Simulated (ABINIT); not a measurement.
**Quasiparticle gap of WS2 (Tungstenite) in ABINIT**

The structure is trigonal, space group R3m (No. 160). Conventional cell: a = 3.158 Å, b = 3.158 Å, c = 18.490 Å, α = 90.00°, β = 90.00°, γ = 120.00°. Nearest to W lie 6 S at 2.39 to 2.42 Å. S has 3 W at 2.39 Å nearest. Nearest to S lie 3 W at 2.42 Å. Farther neighbours and most contacts between anions are not listed.

```xyz
3
Lattice="1.5790 0.9116 6.1633 -1.5790 0.9116 6.1633 0.0000 -1.8233 6.1633" Properties=species:S:1:pos:R:3 pbc="T T T"
W     0.0000    0.0000    0.0000
S     0.0000    0.0000    4.6170
S     0.0000    0.0000    7.7473
```

| Property | Result |
| --- | --- |
| method | RPA screening on PBEsol with spin-orbit coupling, plane waves, norm-conserving pseudopotentials (and 2 further levels or steps) |
| program | ABINIT 10.8.3 |
| settings of one run | cutoff 31 Ha, PseudoDojo fully relativistic 0.4 standard, norm-conserving, ngkpt (4, 4, 4), nband 98, ecuteps 3.6 Ha, shiftk (0, 0, 0), symchi 1, awtr 1, frequency ppm, 4×4×4 k-mesh |
| cost | 5 runs, 24 min in all on 4 MPI ranks of Arm Neoverse V2, shared host (the runs of this entry) |
| notes | The program’s warnings: Neglecting <n,k\|[Vnl,iqr]\|m,k> and nkpt*nsppol () is not a multiple of nproc spkpt (). The cell and positions come from the Crystallography Open Database and are kept as given unless a step says otherwise. Limits: screening head approximate. Only 3 of the mesh’s irreducible points were corrected, so a valley elsewhere could overtake. Bands and cutoff are finite, so the gap is not at the basis limit. The miss can reach some tenths of an eV and take either sign; the mesh is an error of its own. |
| PBEsol gap | 0.85 eV, indirect |
| G0W0 gap on the mesh | 1.80 eV |
| G0W0 gap over the zone (rigid shift) | 1.37 eV |
| GW settings | 4×4×4 mesh, 98 bands, screening to 98 eV, Godby-Needs plasmon pole |
| known limits | not at the basis limit; screening head approximate |

G0W0 moves the gap on the mesh from 1.28 eV to 1.80 eV (+0.52 eV), with Z of 0.79 and 0.80 at the edges. The mesh misses the band edges by 0.43 eV in all; a rigid shift gives 1.37 eV for the zone.

[Paths, hosts, dates, memory and timing lines, banners, echoed tables and standing remarks are left out of the program output.]

[Logs are printed without paths, hosts, clocks, repeated set-up lines and the standing remarks that a program may print on its own settings, such as how far it seeks lower states.]

[Runs of the session that timed out or met a known fault of the program may be left out.]

[Hosts, paths, dates, database ids (printed as entryN), source tags and the programs' standing remarks are cut or masked in the printed files.]

[G0W0 gaps are taken among the corrected bands and points alone; a level outside them can change the order at an edge.]

[Where Ansatz stands beside ABINIT at settings called matched, ABINIT's density can come from a denser mesh and the files from another edition; pairs whose starting gaps differed by over 0.03 eV were left out, so agreement reads better than it is.]
